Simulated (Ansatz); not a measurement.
## C (Fd-3m): refractive index against wavelength

The refractive index of C (Fd-3m) below the direct gap (5.59 eV on the mesh) is read from one computed spectrum, n = √(Re ε).

Cell: a, b, c = 2.522, 2.522, 2.522 Å (primitive vectors), 2 atoms.

Method: Ansatz 0.2.0, PBE, independent particles, k-mesh 14×14×14 with interpolation inside its cells, Gaussian parameter 0.1 eV.

Launch of the response step: `ansatz run input.yaml --threads 4 --pin off --max-ram 8192MiB --backend cpu --events-out ev --progress --plain --runs-dir out`. The run took 2 s, on 4 threads of Arm Neoverse V2, with other jobs on the host.

| wavelength (nm) | photon energy E (eV) | n |
| --- | --- | --- |
| 700 | 1.771 | 2.4708 |
| 633 | 1.959 | 2.4778 |
| 532 | 2.331 | 2.4942 |
| 450 | 2.755 | 2.5175 |
| 405 | 3.061 | 2.5378 |
| 365 | 3.397 | 2.5639 |
| 308 | 4.025 | ? |

In the single-oscillator model n² − 1 = E₀E_d/(E₀² − E²), so 1/(n² − 1) = E₀/E_d − E²/(E₀E_d) is linear in E².

Working, on the rows shown:

| x = E² (eV²) | y = 1/(n² − 1) |
| --- | --- |
| 3.13716 | 0.195892 |
| 3.83641 | 0.194572 |
| 5.43137 | 0.191533 |
| 7.59115 | 0.187343 |
| 9.37179 | 0.183809 |
| 11.5384 | 0.179418 |

Means: x̄ = 6.8177, ȳ = 0.18876. Σ(x − x̄)(y − ȳ) = -0.1053, Σ(x − x̄)² = 53.76. Slope = -0.1053 / 53.76 = -0.001958; intercept = ȳ − slope · x̄ = 0.20211. Turned back into n, the line misses the rows shown by at most 0.00061.

Question: Fill in the last column of the withheld row.

Answer: At x = 16.204 the line gives y = 0.17038, that is 2.6209. The run gave 2.6268, so the extrapolation is off by 0.0059, 4 % of the range in the table.

Refitted with all rows, the slope is -0.002014 and the intercept 0.20244. These give E₀ = √(intercept/−slope) = 10.03 eV and E_d = E₀/intercept = 49.5 eV; E₀ is 1.8 times the direct gap. The electronic limit at long wavelengths, without lattice vibrations, is n = √(1 + 1/intercept) = 2.437. Excitons are left out and so are local fields; PBE gaps are as a rule too small.
